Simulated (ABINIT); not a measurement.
# CsLiMoO4 (F-43m): modes at Γ and the response to a field

Which modes does CsLiMoO4 (F-43m) have at the zone centre?

Calculated with ABINIT 10.8.3; DFT LDA, scalar-relativistic, plane waves, PseudoDojo norm-conserving pseudopotentials.

This is a report of a sequence of runs, with most program output left out.

## Step 1: The starting structure

Symmetry: F-43m, No. 216, cubic system. Conventional cell: a = 8.392 Å, b = 8.392 Å, c = 8.392 Å, α = 90.00°, β = 90.00°, γ = 90.00°. Nearest to Cs lie 12 O at 3.49 Å. Nearest to Li lie 4 O at 1.87 Å. Mo has 4 O at 1.76 Å nearest. Nearest to O lie 1 Mo at 1.76 Å and 1 Li at 1.87 Å and 3 Cs at 3.49 Å. Farther neighbours and most contacts between anions are not listed.

## Step 2: A first look

A first run with smearing and empty bands tells whether the crystal has a gap, which decides between fixed occupations and smearing later on.

Input file probe.abi:

```
# ground state
tolvrs 1.0d-08
prtden 1
prtwf 1

# basis, mesh and filling
ecut 36.0
ngkpt 4 4 4
nshiftk 1
shiftk 0.0 0.0 0.0
istwfk *1
occopt 7
tsmear 0.005
nband 35
nstep 100
diemac 9.0
prtebands 0
prtgsr 0
useylm 1

# cell and atoms
acell 11.21379338 11.21379338 11.21379338
rprim 
    0.0 0.7071067812 0.7071067812
    0.7071067812 0.0 0.7071067812
    0.7071067812 0.7071067812 0.0
ntypat 4
znucl 55 3 42 8
natom 7
typat 1 2 3 4 4 4 4
xred 
    0.75 0.75 0.75
    0.5 0.5 0.5
    0.25 0.25 0.25
    0.8863674800 0.3712108400 0.3712108400
    0.3712108400 0.3712108400 0.8863674800
    0.3712108400 0.8863674800 0.3712108400
    0.3712108400 0.3712108400 0.3712108400
pp_dirpath "./pseudo"
pseudos "Cs.upf, Li.upf, Mo.upf, O.upf"
```

The run is started by

```
$ OMP_NUM_THREADS=1 mpirun -n 4 abinit probe.abi > probe.log
```

Run time: 36 s. Hardware: 4 MPI ranks of Arm Neoverse V2, shared host.

This step gave:

| Property | Result |
| --- | --- |
| volume per atom | 21.11 Å³ |
| pressure | -2.566 GPa |
| gap on the k-mesh | 4.433 eV |

A gap of 4.4 eV opens on this mesh, so the crystal is taken as an insulator; the printed pressure holds the stress of the finite basis too.

## Step 3: Relaxation

The harmonic expansion needs vanishing forces, and a free crystal bears no stress, so cell and atoms are brought to rest. Stress is more sensitive to the basis than forces are: the last 3 Ha under the cutoff are smoothed with ecutsm, and the cutoff is raised above that of the later runs.

Input file relax.abi:

```
# relaxation
ionmov 2
optcell 2
dilatmx 1.08
ntime 40
tolmxf 1.0d-05
tolvrs 1.0d-14
prtwf 0
prtden 0
chksymtnons 0

# basis, mesh and filling
ecut 44.0
ecutsm 3.0
ngkpt 4 4 4
nshiftk 1
shiftk 0.0 0.0 0.0
istwfk *1
occopt 1
nband 25
nstep 100
diemac 9.0
prtebands 0
prtgsr 0
useylm 1

# cell and atoms
acell 11.21379338 11.21379338 11.21379338
rprim 
    0.0 0.7071067812 0.7071067812
    0.7071067812 0.0 0.7071067812
    0.7071067812 0.7071067812 0.0
ntypat 4
znucl 55 3 42 8
natom 7
typat 1 2 3 4 4 4 4
xred 
    0.75 0.75 0.75
    0.5 0.5 0.5
    0.25 0.25 0.25
    0.8863674800 0.3712108400 0.3712108400
    0.3712108400 0.3712108400 0.8863674800
    0.3712108400 0.8863674800 0.3712108400
    0.3712108400 0.3712108400 0.3712108400
pp_dirpath "./pseudo"
pseudos "Cs.upf, Li.upf, Mo.upf, O.upf"
```

The run is started by

```
$ OMP_NUM_THREADS=1 mpirun -n 4 abinit relax.abi > relax.log
```

Run time: 7.5 min. Hardware: 4 MPI ranks.

Step by step:

```tsv
step	energy less that of the first step (eV)	largest force (eV/Å)	volume (Å³)
1	0.0000	0.0665	147.76
2	-0.0094	0.1195	146.86
3	-0.0262	0.4208	144.16
4	-0.0359	0.4125	142.18
5	-0.0436	0.1719	140.25
6	-0.0446	0.0335	140.30
7	-0.0447	0.0003	140.47
```

```tsv
conventional cell, symmetrised	before	after	change
a (Å)	8.392	8.252	-1.7 %
b (Å)	8.392	8.252	-1.7 %
c (Å)	8.392	8.252	-1.7 %
volume (Å³/atom)	21.11	20.07	-4.9 %
```

The atoms that moved most (Å, as changes of fractional coordinates times the final cell):

```tsv
atom	dx	dy	dz	length
O7	0.012	0.012	0.012	0.022
O4	0.012	-0.012	-0.012	0.022
O5	-0.012	-0.012	0.012	0.022
O6	-0.012	0.012	-0.012	0.022
```

The relaxed structure:

```cif
data_structure
_symmetry_space_group_name_H-M 'P 1'
_symmetry_Int_Tables_number 1
_cell_length_a 5.8349
_cell_length_b 5.8349
_cell_length_c 5.8349
_cell_angle_alpha 60.000
_cell_angle_beta 60.000
_cell_angle_gamma 60.000
_cell_volume 140.47
loop_
_atom_site_label
_atom_site_type_symbol
_atom_site_fract_x
_atom_site_fract_y
_atom_site_fract_z
_atom_site_occupancy
Cs1 Cs 0.75000 0.75000 0.75000 1
Li2 Li 0.50000 0.50000 0.50000 1
Mo3 Mo 0.25000 0.25000 0.25000 1
O4 O 0.88185 0.37272 0.37272 1
O5 O 0.37272 0.37272 0.88185 1
O6 O 0.37272 0.88185 0.37272 1
O7 O 0.37272 0.37272 0.37272 1
```

Read from the output:

| Item | Value |
| --- | --- |
| volume per atom | 20.07 Å³ |
| pressure | 0.002744 GPa |

The volume changes by -4.9 % in this run and stands -4.9 % from the first cell.

## Step 4: Ground state

The response is built on these wavefunctions, so the potential is converged far more tightly than an energy would need. The mesh is shifted off Γ, since shifted meshes converge sums over the zone faster.

Input file gs.abi:

```
# ground state
tolvrs 1.0d-16
prtden 1
prtwf 1

# basis, mesh and filling
ecut 36.0
ngkpt 3 3 3
nshiftk 4
shiftk 
    0.5 0.5 0.5
    0.5 0.0 0.0
    0.0 0.5 0.0
    0.0 0.0 0.5
istwfk *1
occopt 1
nband 25
nstep 100
diemac 9.0
prtebands 0
prtgsr 0
useylm 1

# cell and atoms
acell 11.02627651 11.02627651 11.02627651
rprim 
    0.0 0.7071067812 0.7071067812
    0.7071067812 0.0 0.7071067812
    0.7071067812 0.7071067812 0.0
ntypat 4
znucl 55 3 42 8
natom 7
typat 1 2 3 4 4 4 4
xred 
    0.75 0.75 0.75
    0.5 0.5 0.5
    0.25 0.25 0.25
    0.8818496051 0.3727167983 0.3727167983
    0.3727167983 0.3727167983 0.8818496051
    0.3727167983 0.8818496051 0.3727167983
    0.3727167983 0.3727167983 0.3727167983
pp_dirpath "./pseudo"
pseudos "Cs.upf, Li.upf, Mo.upf, O.upf"
```

The run is started by

```
$ OMP_NUM_THREADS=1 mpirun -n 4 abinit gs.abi > gs.log
```

It took 40 s on 4 MPI ranks.

Numbers from this step:

```yaml
pressure: -0.6065 GPa
```

The cell stands at -0.61 GPa: the relaxation ran with a smoothed and higher cutoff and on another k mesh.

## Step 5: Empty bands

Empty bands on the ground state's density check that the gap assumed so far is there in this cell.

Input file gap.abi:

```
# empty bands on the ground state's density
iscf -2
getden_filepath "gso_DEN"
tolwfr 1.0d-12
nbdbuf 2
prtwf 0

# basis, mesh and filling
ecut 36.0
ngkpt 4 4 4
nshiftk 1
shiftk 0.0 0.0 0.0
istwfk *1
occopt 1
nband 29
nstep 100
diemac 9.0
prtebands 0
prtgsr 0
useylm 1

# cell and atoms
acell 11.02627651 11.02627651 11.02627651
rprim 
    0.0 0.7071067812 0.7071067812
    0.7071067812 0.0 0.7071067812
    0.7071067812 0.7071067812 0.0
ntypat 4
znucl 55 3 42 8
natom 7
typat 1 2 3 4 4 4 4
xred 
    0.75 0.75 0.75
    0.5 0.5 0.5
    0.25 0.25 0.25
    0.8818496051 0.3727167983 0.3727167983
    0.3727167983 0.3727167983 0.8818496051
    0.3727167983 0.8818496051 0.3727167983
    0.3727167983 0.3727167983 0.3727167983
pp_dirpath "./pseudo"
pseudos "Cs.upf, Li.upf, Mo.upf, O.upf"
```

The run is started by

```
$ OMP_NUM_THREADS=1 mpirun -n 4 abinit gap.abi > gap.log
```

Run time: 29 s. Hardware: 4 MPI ranks.

Numbers from this step:

* gap on the k-mesh: 4.483 eV

In this cell the gap on the mesh is 4.5 eV, indirect (smallest direct 4.5 eV), so fixed occupations hold.

## Step 6: Zone-centre response

The derivative of the wavefunctions by k comes first, since the response to a field is built on it; then the field and the displacements that symmetry doesn't supply are solved at q = 0.

It reads the wavefunctions written in step 4.

Input file dfpt_gamma.abi:

```
ndtset 2

# common to the responses
getwfk_filepath "gso_WFK"
kptopt 2
nqpt 1
qpt 0.0 0.0 0.0
asr 0
chneut 0

# d/dk
rfelfd1 2
rfdir1 1 1 1
iscf1 -3
tolwfr1 1.0d-20

# displacements, field
rfphon2 1
rfatpol2 1 7
rfdir2 1 1 1
rfelfd2 3
getddk2 1
tolvrs2 1.0d-10
prtwf2 0

# basis, mesh and filling
ecut 36.0
ngkpt 3 3 3
nshiftk 4
shiftk 
    0.5 0.5 0.5
    0.5 0.0 0.0
    0.0 0.5 0.0
    0.0 0.0 0.5
istwfk *1
occopt 1
nband 25
nstep 100
diemac 9.0
prtebands 0
prtgsr 0
useylm 1

# cell and atoms
acell 11.02627651 11.02627651 11.02627651
rprim 
    0.0 0.7071067812 0.7071067812
    0.7071067812 0.0 0.7071067812
    0.7071067812 0.7071067812 0.0
ntypat 4
znucl 55 3 42 8
natom 7
typat 1 2 3 4 4 4 4
xred 
    0.75 0.75 0.75
    0.5 0.5 0.5
    0.25 0.25 0.25
    0.8818496051 0.3727167983 0.3727167983
    0.3727167983 0.3727167983 0.8818496051
    0.3727167983 0.8818496051 0.3727167983
    0.3727167983 0.3727167983 0.3727167983
pp_dirpath "./pseudo"
pseudos "Cs.upf, Li.upf, Mo.upf, O.upf"
```

The run is started by

```
$ OMP_NUM_THREADS=1 mpirun -n 4 abinit dfpt_gamma.abi > dfpt_gamma.log
```

Run time: 31 min. Hardware: 4 MPI ranks.

Numbers from this step:

```yaml
miss_of_the_charge_sum_rule: 0.001501 e
largest_acoustic_frequency_at_the_zone_centre_before_the_sum_rule: 0.58 cm⁻¹
highest_optical_zone_centre_mode_no_lo_to_term: 974.1 cm⁻¹
lowest_optical_zone_centre_mode: -95.2 cm⁻¹
mean_high_frequency_dielectric_constant: 2.662
largest_born_charge_in_size_third_of_the_trace: 3.301 e
```

Born charge (rows field, columns displacement), before the sum rule (e), principal values of the symmetric part by kind of site:

```tsv
atom	atoms with these values	low	middle	high	mean
Cs1	1	1.33	1.33	1.33	1.33
Li2	1	1.35	1.35	1.35	1.35
Mo3	1	3.30	3.30	3.30	3.30
O4	4	-2.95	-0.77	-0.77	-1.50
```

In full for Li2:

```
1.35 0.00 0.00
0.00 1.35 0.00
0.00 0.00 1.35
```

High-frequency dielectric tensor:

```
2.66 0.00 0.00
0.00 2.66 0.00
0.00 0.00 2.66
```

The acoustic modes at Γ come out as far as 0.6 cm⁻¹ from zero, where they should vanish, a small numerical error; the Born charges miss their sum rule by 0.0015 e, which is good. The lowest optical mode is imaginary, 95i cm⁻¹, an instability at this level and on this k mesh.

## Step 7: Zone-centre analysis

anaddb reads the merged derivatives, imposes the acoustic sum rule and charge neutrality, and adds the LO-TO term along chosen directions.

Input file anaddb.abi:

```
ddb_filepath "gamma_DDB"
output_file "anaddb.abo"
outdata_prefix "anaddb"
asr 1
chneut 1
enunit 2
eivec 1
nph1l 1
qph1l 0.0 0.0 0.0 1.0
dieflag 2
nph2l 3
qph2l 
    1.0 0.0 0.0 0.0
    0.0 0.0 1.0 0.0
    1.0 1.0 1.0 0.0
```

Input file mrgddb.in:

```
gamma_DDB
merged
2
dfpt_gammao_DS2_DDB
gso_DDB
```

The run is started by

```
$ mrgddb < mrgddb.in > mrgddb.log
$ OMP_NUM_THREADS=1 anaddb anaddb.abi > anaddb.log
```

Run time: 0.52 s. Hardware: 1 thread.

Numbers from this step:

| Quantity | Value |
| --- | --- |
| lowest optical zone-centre mode | -95.22 cm⁻¹ |
| highest mode moved by the LO-TO term | 963.4 cm⁻¹ |

No LO-TO term; unit eigenvectors of the mass-weighted matrix, from anaddb's displacements. Modes at Γ, with each element's share of the kinetic energy (negative means imaginary):

```tsv
mode	frequency (cm⁻¹)	symmetry	Cs %	Li %	Mo %	O %
1	-95.2	T1	0	0	0	100
2	-95.2	T1	0	0	0	100
3	-95.2	T1	0	0	0	100
4	0.0	acoustic	44	2	32	21
5	0.0	acoustic	44	2	32	21
6	0.0	acoustic	44	2	32	21
7	38.3	T2	56	1	23	20
8	38.3	T2	56	1	23	20
9	38.3	T2	56	1	23	20
10	294.7	E	0	0	0	100
11	294.7	E	0	0	0	100
12	323.2	T2	0	2	21	77
13	323.2	T2	0	2	21	77
14	323.2	T2	0	2	21	77
15	524.7	T2	0	93	7	0
16	524.7	T2	0	93	7	0
17	524.7	T2	0	93	7	0
18	892.9	T2	0	1	17	82
19	892.9	T2	0	1	17	82
20	892.9	T2	0	1	17	82
21	974.1	A1	0	0	0	100
```

Displacements in mode 3 (-95.2 cm⁻¹), the largest set to 1:
```
Cs1  0.00  0.00  0.00
Li2  0.00  0.00  0.00
Mo3  0.00  0.00  0.00
O4   1.00  1.00  0.00
O5   1.00 -1.00  0.00
O6  -1.00 -1.00  0.00
O7  -1.00  1.00  0.00
```

Displacements in mode 13 (323.2 cm⁻¹), the largest set to 1:
```
Cs1  0.00  0.05  0.00
Li2  0.00 -0.77  0.00
Mo3  0.00 -0.68  0.00
O4   0.90  1.00 -0.90
O5  -0.90  1.00  0.90
O6   0.90  1.00  0.90
O7  -0.90  1.00 -0.90
```

With imaginary modes the relaxed-ion tensors have no meaning and are not tabulated.

The rule moves no optical mode by more than 0.1 cm⁻¹.

## Step 8: Sum rules set otherwise (asr 0)

Without the rule the raw error of the acoustic modes shows.

Edit anaddb.abi of step 7 so:

```diff
@@ -3,4 +3,4 @@
 outdata_prefix "anaddb"
-asr 1
-chneut 1
+asr 0
+chneut 0
 enunit 2
```

mrgddb.in is that of step 7.

The job ended after 0.51 s (1 thread).

This step gave:

- lowest optical zone-centre mode: -95.2 cm⁻¹

Zone-centre frequencies as printed; negative means imaginary. Modes:

```tsv
mode	frequency (cm⁻¹)
1	-95.2
2	-95.2
3	-95.2
4	0.58
5	0.58
6	0.58
7	38.34
8	38.34
9	38.34
10	294.7
11	294.7
12	323.2
13	323.2
14	323.2
15	524.7
16	524.7
17	524.7
18	892.9
19	892.9
20	892.9
21	974.1
```

With imaginary modes the relaxed-ion tensors have no meaning and are not tabulated.

## Step 9: What came out

```json
{"space group after relaxation": "F-43m", "volume per atom": "20.1 Å³", "highest optical zone-centre mode (no LO-TO term)": "974.1 cm⁻¹", "lowest optical zone-centre mode": "-95.2 cm⁻¹", "highest mode moved by the LO-TO term": "963.4 cm⁻¹", "mean high-frequency dielectric constant": "2.66", "largest Born charge in size (third of the trace)": "3.30 e", "imaginary optical modes at the zone centre (no q mesh in this session)": "yes"}
```

In words: At the LDA level the optical modes of CsLiMoO4 (F-43m) at the zone centre (no LO-TO term) run from 95i to 974 cm⁻¹, so the structure is a saddle point, with 3 modes beyond 10i cm⁻¹ there. The base run prints -0.61 GPa, mostly the error of a finite basis; the relaxation, with a smoothed and higher cutoff, had brought the cell to rest. Along the directions run, the highest mode that the macroscopic field moves lies at 963 cm⁻¹. These are harmonic frequencies at zero temperature: anharmonic shifts and linewidths and thermal expansion are left out. Spin-orbit coupling is left out, which can matter for the heavy elements here. The structure comes from a database and need not be the phase that is stable at ambient conditions.

[Host names and launcher messages were left out of these logs when they were recorded.]

[Logs are printed without paths, hosts, clocks, repeated set-up lines and the standing remarks that a program may print on its own settings, such as how far it seeks lower states.]

[Hosts, paths, dates, database ids (printed as entryN), source tags and the programs' standing remarks are cut or masked in the printed files.]
